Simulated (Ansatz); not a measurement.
# MgSiS3 (model cell, started as cubic perovskite with Si in the octahedra): following an unstable mode

Aim: this structure of MgSiS3 (model cell, started as cubic perovskite with Si in the octahedra) is to be tested for unstable modes, and one is followed downhill.

Method: DFT LDA, scalar-relativistic, plane waves, PAW; PAW set soft_1, in Ansatz 0.2.0.

The structure was built from a prototype and need not be the compound's stable phase.

### 1. The structure

It takes space group Pm-3m (No. 221, cubic). Conventional cell: a = 4.469 Å, b = 4.469 Å, c = 4.469 Å, α = 90.00°, β = 90.00°, γ = 90.00°. Mg has 12 S at 3.16 Å nearest. Nearest to Si lie 6 S at 2.23 Å. Nearest to S lie 2 Si at 2.23 Å and 4 Mg at 3.16 Å. Farther neighbours and most contacts between anions are not listed.

### 2. Response at finite wavevector

The cell comes from relaxations at this level that are not shown. Stability and thermal properties need the whole zone. Linear response on a 4×4×4 q mesh gives force constants as far as a supercell of that size would.

input.yaml

```yaml
crystal:
  lattice:
    - [4.4685187904, 0.0, 0.0]
    - [0.0, 4.4685187904, 0.0]
    - [0.0, 0.0, 4.4685187904]
  atoms:
    - { symbol: Mg, position: [0.0, 0.0, 0.0] }
    - { symbol: Si, position: [0.5, 0.5, 0.5] }
    - { symbol: S, position: [0.5, 0.5, 0.0] }
    - { symbol: S, position: [0.5, 0.0, 0.5] }
    - { symbol: S, position: [0.0, 0.5, 0.5] }
kpoints:
  mp_grid: { grid: [8, 8, 8] }
hamiltonian:
  xc: lda
  pseudopotentials: { kind: paw, azcp: { folder: soft_1 }, xc_functional: pbe }
scf:
  occupations: { method: methfessel_paxton, width: 0.2 }
output:
  eigenvalues: true
phonons:
  method: dfpt
  qmesh: [4, 4, 4]
  temperatures: { t_max: 1000, t_step: 50 }
  qpath:
    path:
      - [[0.0, 0.0, 0.0], [0.0, 0.5, 0.0], [0.5, 0.5, 0.0], [0.0, 0.0, 0.0], [0.5, 0.5, 0.5], [0.0, 0.5, 0.0]]
      - [[0.5, 0.5, 0.5], [0.5, 0.5, 0.0]]
    npoints: 10
```

Run with:

```
$ ansatz run input.yaml --threads 4 --pin off --max-ram 16384MiB --backend cpu --events-out ev --progress --plain --runs-dir out
```

Numbers of over 12 decimals in the logs are rounded to 6 here.

Log:

```text
Engine: ansatz 0.2.0, aarch64-unknown-linux-gnu
Pseudopotentials: kind: paw
Pseudopotential: Mg, paw, valence charge 10, recommended cutoff 420 eV (normal), soft_1/Mg.paw.azcp
Pseudopotential: Si, paw, valence charge 4, recommended cutoff 420 eV (normal), soft_1/Si.paw.azcp
Pseudopotential: S, paw, valence charge 6, recommended cutoff 420 eV (normal), soft_1/S.paw.azcp
Functional definition: SPW92
  exchange = slater_x
  correlation = pw_c
Crystal: 5 atoms, lattice volume = 89.226 Å³
Basis set: ecut = 420 eV, 1743 PW (Γ), exchange–correlation on 60×60×60 points (8 copies of the dense FFT grid, shifted against one another)
Bands: 21, of which v1, the nominal top of the filled ones, is band 16 counted from 1 (15 counted from 0)
Symmetry: 48 space group operations
k-points: 35 of 512
Non-local potential: Mg, projectors of the file, l = 0: 3, l = 1: 2, l = 2: 1
Non-local potential: Si, projectors of the file, l = 0: 2, l = 1: 2, l = 2: 1
Non-local potential: S, projectors of the file, l = 0: 2, l = 1: 2, l = 2: 1
PAW form: soft (Blöchl's): semilocal exchange-correlation on the pseudo side does not see the compensation charge
PAW frozen core: Mg, regenerated for the run's functional, and the local potential with it (the file was generated under x = pbe(κ = 0.804, μ = 0.219515), c = pbe(β = 0.066725))
PAW frozen core: Si, regenerated for the run's functional, and the local potential with it (the file was generated under x = pbe(κ = 0.804, μ = 0.219515), c = pbe(β = 0.066725))
PAW frozen core: S, regenerated for the run's functional, and the local potential with it (the file was generated under x = pbe(κ = 0.804, μ = 0.219515), c = pbe(β = 0.066725))
PAW one-centre angular grid: Mg, 110 points (default); XC on 64 Gauss nodes
PAW one-centre angular grid: Si, 110 points (default); XC on 64 Gauss nodes
PAW one-centre angular grid: S, 110 points (default); XC on 64 Gauss nodes
Initial density: superposition of atomic densities (chi_scale 0.1, normalization cell, long waves kept (reshape's long-wave potential 0.01 eV rms))
Initial wavefunctions: pseudopotential atomic-orbital guess
Functional: x = slater, c = lda
SCF iter   1: F=—  HF=-5120.434216 eV  |F-HF|=—  |Δ(HF+E_count)|=         —  Δρ=3.31e-2  dr2=7.39e-1  ethr=3.10e-3  ⟨swp⟩=6.6  Hψ=4283  notcnv=0
preconditioner: auto → Kerker (q_TF=auto, 2.300 Å⁻¹)  [metal: Δε(μ)=0.020 eV  Ē_g=9.517 eV  σ=0.200 eV  W_gap=0.08  n_scr=18 (ndim 8)  ℏωp=19.3 eV  f_vac=0.000  D(μ)=2.31/eV (n_scr^D=18)]
SCF iter   2: F=—  HF=-5120.286555 eV  |F-HF|=—  |Δ(HF+E_count)|=   1.48e-1  S|Δr|=    0.00e0  Δρ=1.77e-2  dr2=2.00e-1  ethr=2.31e-3  ⟨swp⟩=1.9  Hψ=1090  notcnv=0  defer=8
SCF iter   3: F=—  HF=-5120.260018 eV  |F-HF|=—  |Δ(HF+E_count)|=   2.65e-2  S|Δr|=    0.00e0  Δρ=2.89e-3  dr2=7.79e-3  ethr=6.26e-4  ⟨swp⟩=2.9  Hψ=1345  notcnv=0  defer=8
SCF iter   4: F=—  HF=-5120.260130 eV  |F-HF|=—  |Δ(HF+E_count)|=   1.12e-4  S|Δr|=    0.00e0  Δρ=6.92e-4  dr2=9.80e-4  ethr=2.43e-5  ⟨swp⟩=2.3  Hψ=979  notcnv=0  defer=8
SCF iter   5: F=—  HF=-5120.259907 eV  |F-HF|=—  |Δ(HF+E_count)|=   2.22e-4  S|Δr|=    0.00e0  Δρ=2.23e-4  dr2=4.34e-5  ethr=3.06e-6  ⟨swp⟩=2.6  Hψ=1225  notcnv=0  defer=8
SCF iter   6: F=—  HF=-5120.259885 eV  |F-HF|=—  |Δ(HF+E_count)|=   2.25e-5  S|Δr|=    0.00e0  Δρ=6.67e-5  dr2=4.47e-6  ethr=1.36e-7  ⟨swp⟩=2.1  Hψ=1219  notcnv=0  defer=8
SCF iter   7: F=—  HF=-5120.259880 eV  |F-HF|=—  |Δ(HF+E_count)|=   4.44e-6  S|Δr|=    0.00e0  Δρ=1.36e-5  dr2=2.43e-7  ethr=1.40e-8  ⟨swp⟩=2.4  Hψ=1230  notcnv=0  defer=8
SCF iter   8: F=—  HF=-5120.259879 eV  |F-HF|=—  |Δ(HF+E_count)|=   8.68e-7  S|Δr|=    0.00e0  Δρ=1.92e-6  dr2=4.03e-9  ethr=7.59e-10  ⟨swp⟩=2.4  Hψ=1287  notcnv=0  defer=11
SCF iter   9: F=—  HF=-5120.259879 eV  |F-HF|=—  |Δ(HF+E_count)|=  1.87e-10  S|Δr|=    0.00e0  Δρ=4.12e-7  dr2=1.99e-10  ethr=1.26e-11  ⟨swp⟩=2.7  Hψ=1215  notcnv=0  defer=11
SCF iter  10: F=-5120.259879 eV  HF=-5120.259879 eV  |F-HF|=0.00e0  |Δ(HF+E_count)|=  1.82e-12  S|Δr|=    0.00e0  Δρ=9.18e-8  dr2=8.74e-12  ethr=1.00e-12  ⟨swp⟩=8.7  Hψ=4236  notcnv=0
SCF 1 converged in 10 iterations: F = -5120.259879 eV  dr2 = 8.74e-12
  greatest PAW one-centre occupation: 1.000 electrons in one spin orbital (limit 2), on the Mg atom at site 0 (counted from 0), in its partial waves of l = 0
Initial density: read from a saved state, or passed on in memory by an earlier SCF of this step, an earlier step, the calling program or the single point that the run made first
iter 1 solved again at ethr=9.37e-7 eV; its pass at ethr=3.10e-3 eV (dr2=3.00e-4 eV) is discarded
SCF iter   1: F=—  HF=-5120.259877 eV  |F-HF|=—  |Δ(HF+E_count)|=         —  Δρ=3.27e-6  dr2=1.16e-8  ethr=9.37e-7  ⟨swp⟩=3.5  Hψ=6173  notcnv=0
eigensolver tolerance schedule: the retry pair's looser diagonalisation over-reported the residual by 25916.32 of it (diagonalisation noise at an unbounded share of the residual, at the tolerance the schedule requests for it); recorded, not acted on — ethr = c·dr2/N_el stays at c = 1.0e-1
preconditioner: auto → Resta (q_TF=auto, 2.300 Å⁻¹)  ε∞=5.2  [insulator: Δε(μ)=0.138 eV  Ē_g=9.415 eV  σ=0.200 eV  W_gap=0.53  n_scr=18 (ndim 8)  ℏωp=19.3 eV  f_vac=0.000  D(μ)=1.71/eV (n_scr^D=6)  ε∞_Penn≈5.2]
SCF iter   2: F=—  HF=-5120.259879 eV  |F-HF|=—  |Δ(HF+E_count)|=   2.49e-6  S|Δr|=    0.00e0  Δρ=2.16e-6  dr2=5.27e-9  ethr=3.62e-11  ⟨swp⟩=4.7  Hψ=2199  notcnv=0
SCF iter   3: F=—  HF=-5120.259879 eV  |F-HF|=—  |Δ(HF+E_count)|=   1.21e-9  S|Δr|=    0.00e0  Δρ=1.26e-6  dr2=1.73e-9  ethr=1.65e-11  ⟨swp⟩=1.1  Hψ=764  notcnv=0
SCF iter   4: F=—  HF=-5120.259879 eV  |F-HF|=—  |Δ(HF+E_count)|=  4.50e-10  S|Δr|=    0.00e0  Δρ=6.42e-7  dr2=4.34e-10  ethr=5.42e-12  ⟨swp⟩=1.5  Hψ=909  notcnv=0
SCF iter   5: F=—  HF=-5120.259879 eV  |F-HF|=—  |Δ(HF+E_count)|=  1.09e-10  S|Δr|=    0.00e0  Δρ=3.19e-7  dr2=1.05e-10  ethr=1.36e-12  ⟨swp⟩=1.7  Hψ=897  notcnv=0
SCF iter   6: F=—  HF=-5120.259879 eV  |F-HF|=—  |Δ(HF+E_count)|=  2.91e-11  S|Δr|=    0.00e0  Δρ=1.44e-7  dr2=2.35e-11  ethr=1.00e-12  ⟨swp⟩=1.0  Hψ=735  notcnv=0
SCF iter   7: F=—  HF=-5120.259879 eV  |F-HF|=—  |Δ(HF+E_count)|=    0.00e0  S|Δr|=    0.00e0  Δρ=1.45e-7  dr2=2.23e-11  ethr=1.00e-12  ⟨swp⟩=3.2  Hψ=1796  notcnv=0
SCF iter   8: F=-5120.259879 eV  HF=-5120.259879 eV  |F-HF|=7.28e-12  |Δ(HF+E_count)|=  5.46e-12  S|Δr|=    0.00e0  Δρ=9.60e-8  dr2=9.86e-12  ethr=1.00e-12  ⟨swp⟩=1.0  Hψ=1612  notcnv=0
SCF 2 converged in 8 iterations: F = -5120.259879 eV  dr2 = 9.86e-12
phonons: the bands overlap, so this run is a metal and interpolates without the dipole-dipole term. If the crystal is really an insulator or semiconductor, its LO-TO splitting is missing
NSCF: frozen V_eff on 35 k-points
NSCF: frozen V_eff on 125 k-points
DFPT response loops at q = (0, 0, 0) (fractional): preconditioner auto → Kerker (q_TF=auto, 2.300 Å⁻¹) (partly filled bands, converged f_vac=0.000); β = 1.00, the filter's whole step (`scf.mixing.beta` (0.50) is not read by the response loops under this deck's `scf.mixing.preconditioner`; to damp them name `kerker` or `kerker_dos`, under which they read `scf.mixing.beta`, and type it under 1.00, their step now; both keys bind the ground state too); Broyden in place of MSR1
NSCF: frozen V_eff on 400 k-points
DFPT response loops at q = (0, 0, 0.25) (fractional): mixed as the last ones told, above
NSCF: frozen V_eff on 250 k-points
DFPT response loops at q = (0, 0, -0.5) (fractional): mixed as the last ones told, above
NSCF: frozen V_eff on 640 k-points
DFPT response loops at q = (0, 0.25, 0.25) (fractional): mixed as the last ones told, above
NSCF: frozen V_eff on 400 k-points
DFPT response loops at q = (0, 0.25, -0.5) (fractional): mixed as the last ones told, above
NSCF: frozen V_eff on 250 k-points
DFPT response loops at q = (0, -0.5, -0.5) (fractional): mixed as the last ones told, above
NSCF: frozen V_eff on 1024 k-points
DFPT response loops at q = (0.25, 0.25, 0.25) (fractional): mixed as the last ones told, above
NSCF: frozen V_eff on 640 k-points
DFPT response loops at q = (0.25, 0.25, -0.5) (fractional): mixed as the last ones told, above
NSCF: frozen V_eff on 400 k-points
DFPT response loops at q = (0.25, -0.5, -0.5) (fractional): mixed as the last ones told, above
NSCF: frozen V_eff on 250 k-points
DFPT response loops at q = (-0.5, -0.5, -0.5) (fractional): mixed as the last ones told, above
SCF converged after 10 iterations
Stability not checked: this state was not tested for a lower state beside it, because cold or Methfessel-Paxton smearing, or corrected tetrahedra, fill the levels in a way that the test cannot read (fill_not_monotonic; see scf.lower_state_search)
Free energy (F): -5120.259879 eV
Harris-Foulkes:  -5120.259879 eV  (|F-HF|=0.00e0)
Internal energy: -5120.262792 eV  (E = F + TS)
E sigma→0 (E₀):  -5120.260607 eV
Entropy (-TS):   0.002912 eV (0.582 meV/atom)
Fermi energy:    7.276201 eV
--- Per-component energies (eV) ---
  E_band       = -327.546742
  E_kinetic    = 437.156317
  E_local      = -2018.316509  (includes V_loc(G=0)·N_el)
  E_nonlocal   = 325.344380
  E_hartree    = 671.864803
  E_xc         = -349.665909
  E_vxc        = -334.636893  (∫ρ·V_xc dr)
  E_paw        = -2497.066767  (= ΣΔE_a)
  E_vpaw       = -80.823545  (= ΣTr[D̂ρ^β])
  E_aug_tail   = -0.000111  (compensation charges beyond the density's cutoff)
  E_ewald      = -1690.273399
  E_core_change = 0.694403  (= ΣΔE_core)
  E_smearing   = 0.002912  (= −TS)
  E_closure    = 0.000000  (closes the sum)
  Σ components = -5120.259879   (vs F -5120.259879, Δ=0.00e0)
--- Band table (eV; the first three rows and the last of 35) ---
  k-point 0: bands = [... 12 lower, 6.0030, 6.0030, 6.1034, 6.1034, 6.1034, 8.4819, 11.3011, 11.3011, ... 1 higher]
  k-point 1: bands = [... 12 lower, 5.7496, 5.7496, 5.8485, 6.0814, 6.0814, 9.0371, 11.3721, 11.7657, ... 1 higher]
  k-point 2: bands = [... 12 lower, 5.1452, 5.4216, 5.5164, 6.1221, 6.1221, 10.0278, 11.5644, 11.8511, ... 1 higher]
  k-point 34: bands = [... 12 lower, 5.2964, 6.6452, 7.8567, 7.8567, 7.8567, 9.8438, 9.8438, 9.8438, ... 1 higher]
--- Phonons (Γ-DFPT): 4 representative perturbations + reference (Σ response iterations 12) ---
  ASR residual: 4.317e-5 → 0.000e0 eV/Å²; symmetrization residual: 7.060e-6 eV/Å²
  ASR residual per site (eV/Å²): 4.32e-5 1.12e-5 1.25e-5 1.25e-5 1.25e-5
  Γ frequencies (cm⁻¹): -229.69 -229.69 -229.69 -179.10 -179.10 -179.10 -19.60 -19.60 -19.60 0.00 0.00 0.00 409.31 409.31 409.31
--- Phonons (arbitrary-q DFPT): 10 irreducible q on the 4×4×4 mesh ---
  q = [0.0000, 0.0000, 0.0000] (star 1, of the zone-centre solve; hermiticity 1.02e-6, symmetrization 4.99e-13): -229.69 -229.69 -229.69 -179.10 -179.10 -179.10 -19.60 -19.60 -19.60 0.00 0.00 0.00 409.31 409.31 409.31
  q = [0.0000, 0.0000, 0.2500] (star 6, 9 solved perturbations in 1560 linear systems a pass and spin channel, the states on 200 of 512 k-point pairs; hermiticity 8.04e-7, symmetrization 3.07e-13): -239.07 -176.43 -176.43 -167.86 -161.91 -161.91 -18.29 -14.13 -14.13 68.96 68.96 202.44 393.15 406.12 406.12
  q = [0.0000, 0.0000, -0.5000] (star 3, 9 solved perturbations in 975 linear systems a pass and spin channel, the states on 125 of 512 k-point pairs; hermiticity 8.20e-7, symmetrization 3.35e-13): -264.10 -171.69 -171.69 -151.34 -127.05 -127.05 -51.31 -28.87 -28.87 91.45 91.45 324.76 365.33 405.67 405.67
  q = [0.0000, 0.2500, 0.2500] (star 12, 9 solved perturbations in 2460 linear systems a pass and spin channel, the states on 320 of 512 k-point pairs; hermiticity 7.50e-7, symmetrization 4.97e-14): -211.53 -190.41 -168.36 -161.57 -134.25 -129.45 -46.30 -39.65 28.39 98.10 214.97 222.51 372.54 402.48 409.64
  q = [0.0000, 0.2500, -0.5000] (star 12, 15 solved perturbations on 200 of 512 k-point pairs; hermiticity 6.49e-7, symmetrization 2.71e-14): -235.78 -202.96 -163.25 -156.38 -119.12 -81.78 -67.44 -54.10 64.60 117.00 233.21 339.56 346.65 401.58 404.80
  q = [0.0000, -0.5000, -0.5000] (star 3, 9 solved perturbations in 975 linear systems a pass and spin channel, the states on 125 of 512 k-point pairs; hermiticity 7.14e-7, symmetrization 1.75e-13): -231.26 -201.52 -201.52 -114.60 -114.60 -109.71 -26.89 -26.89 113.40 135.21 325.12 348.67 348.67 395.82 397.89
  q = [0.2500, 0.2500, 0.2500] (star 8, 4 solved perturbations in 1376 linear systems a pass and spin channel, the states on 512 of 512 k-point pairs; hermiticity 6.28e-7, symmetrization 9.09e-14): -204.05 -196.05 -196.05 -154.89 -154.89 -101.72 -51.16 76.64 76.64 227.06 227.06 242.10 367.95 367.95 422.64
  q = [0.2500, 0.2500, -0.5000] (star 12, 9 solved perturbations in 2460 linear systems a pass and spin channel, the states on 320 of 512 k-point pairs; hermiticity 6.65e-7, symmetrization 4.96e-14): -227.23 -221.93 -188.65 -162.42 -148.83 -117.64 84.65 86.51 108.57 239.05 250.07 339.21 351.42 368.61 427.60
  q = [0.2500, -0.5000, -0.5000] (star 6, 9 solved perturbations in 1560 linear systems a pass and spin channel, the states on 200 of 512 k-point pairs; hermiticity 5.43e-7, symmetrization 8.91e-14): -233.89 -221.14 -221.14 -154.21 -154.21 -140.26 118.72 118.72 132.97 256.80 321.67 349.58 360.07 360.07 427.40
  q = [-0.5000, -0.5000, -0.5000] (star 1, 4 solved perturbations in 350 linear systems a pass and spin channel, the states on 125 of 512 k-point pairs; hermiticity 2.81e-8, symmetrization 4.28e-13): -237.57 -237.57 -237.57 -159.51 -159.51 -159.51 147.96 147.96 147.96 322.88 322.88 369.52 369.52 369.52 426.64
  sum rule: each row above includes the acoustic sum rule's correction from the zone centre's row sums; it moved no ω² by more than (0.70 cm⁻¹)²
  mesh force constants: q→R imaginary residual 4.51e-19; ASR residual 4.317e-5 → 0.000e0 eV/Å²; symmetrization residual 2.665e-14 eV/Å²
  interpolated dispersion: 62 rows × 15 modes
  density of states and harmonic sums: on the 16×16×16 q-mesh, interpolated from the force constants of a 4×4×4 supercell (no non-analytic term)
  largest difference from the sums on the solved wave vectors: F 6.78e-2 eV, S 8.79e-5 and C_V 2.02e-5 eV/K
  zero-point energy: 0.122477 eV/cell   skipped modes (ω ≤ 0): 1211, of them read as no rigid motion or as one in doubt: 1208 (7.250e0 modes/cell left out, lowest -264.10 cm⁻¹)   left out of the sums: 4.83e-1 of the cell's modes: C_V's classical limit lies that fraction below 3 k_B per atom; for a crystal, a wire or a layer, F and S can be off by more, and a phonons.interpolated_qmesh denser along its periods is the remedy for the sampling
```

The job ended after 9.3 min (4 threads of Arm Neoverse V1, shared host; peak memory 2.1 GiB; 37 min of CPU time).

Numbers from this step:

```yaml
volume_per_atom: 17.85 Å³
gap_on_the_k_mesh: 0 eV
sum_rule_residual_before_enforcement: 4.32e-5 eV/Å²
lowest_frequency_on_the_path: -264.1 cm⁻¹
point_group: m-3m
highest_frequency_on_the_path_or_at_a_solved_wavevector: 431.7 cm⁻¹
highest_optical_mode_at_the_zone_centre_no_lo_to_term: 409.3 cm⁻¹
lowest_optical_zone_centre_mode: -229.7 cm⁻¹
lowest_mode_on_the_q_mesh_acoustic_modes_at_gamma_apart: -264.1 cm⁻¹
```

Frequencies (cm⁻¹) solved at each irreducible wavevector; negative means imaginary. Frequencies by wavevector, by row:

```
q in reciprocal lattice units  star  mode 1  mode 2  mode 3  mode 4  mode 13  mode 14  mode 15
                        0 0 0     1  -229.7  -229.7  -229.7  -179.1    409.3    409.3    409.3
                     0 0 0.25     6  -239.1  -176.4  -176.4  -167.9    393.1    406.1    406.1
                     0 0 -0.5     3  -264.1  -171.7  -171.7  -151.3    365.3    405.7    405.7
                  0 0.25 0.25    12  -211.5  -190.4  -168.4  -161.6    372.5    402.5    409.6
                  0 0.25 -0.5    12  -235.8    -203  -163.2  -156.4    346.6    401.6    404.8
                  0 -0.5 -0.5     3  -231.3  -201.5  -201.5  -114.6    348.7    395.8    397.9
               0.25 0.25 0.25     8  -204.1  -196.1  -196.1  -154.9    367.9    367.9    422.6
               0.25 0.25 -0.5    12  -227.2  -221.9  -188.7  -162.4    351.4    368.6    427.6
               0.25 -0.5 -0.5     6  -233.9  -221.1  -221.1  -154.2    360.1    360.1    427.4
               -0.5 -0.5 -0.5     1  -237.6  -237.6  -237.6  -159.5    369.5    369.5    426.6
```

Interpolated from a 4×4×4 q mesh. The phonon branches at the labelled points (cm⁻¹):

```
    point  branch 1  branch 2  branch 3  branch 4  branch 12  branch 13  branch 14  branch 15
        Γ      -230      -230      -230      -179          0        409        409        409
  halfway      -239      -176      -176      -168        202        393        406        406
        X      -264      -172      -172      -151        325        365        406        406
  halfway      -236      -203      -163      -156        340        347        402        405
        M      -231      -202      -202      -115        349        349        396        398
  halfway      -212      -190      -168      -162        222        372        402        410
        Γ      -230      -230      -230      -179          0        409        409        409
  halfway      -204      -196      -196      -155        242        368        368        423
        R      -238      -238      -238      -160        370        370        370        427
  halfway      -227      -222      -189      -162        339        351        369        428
        X      -264      -172      -172      -151        325        365        406        406
jump to R      -238      -238      -238      -160        370        370        370        427
  halfway      -234      -221      -221      -154        350        360        360        427
        M      -231      -202      -202      -115        349        349        396        398
```

Symmetry leaves 10 wavevectors to solve. The lowest mode among them, the acoustic zeros apart, lies at q = (0, 0, -0.5) and is imaginary, 264.1i cm⁻¹, so the energy falls along it.

[end of part 1 of 3]

[Logs are printed without paths, hosts, clocks, repeated set-up lines and the standing remarks that a program may print on its own settings, such as how far it seeks lower states.]

[Hosts, paths, dates, database ids (printed as entryN), source tags and the programs' standing remarks are cut or masked in the printed files.]
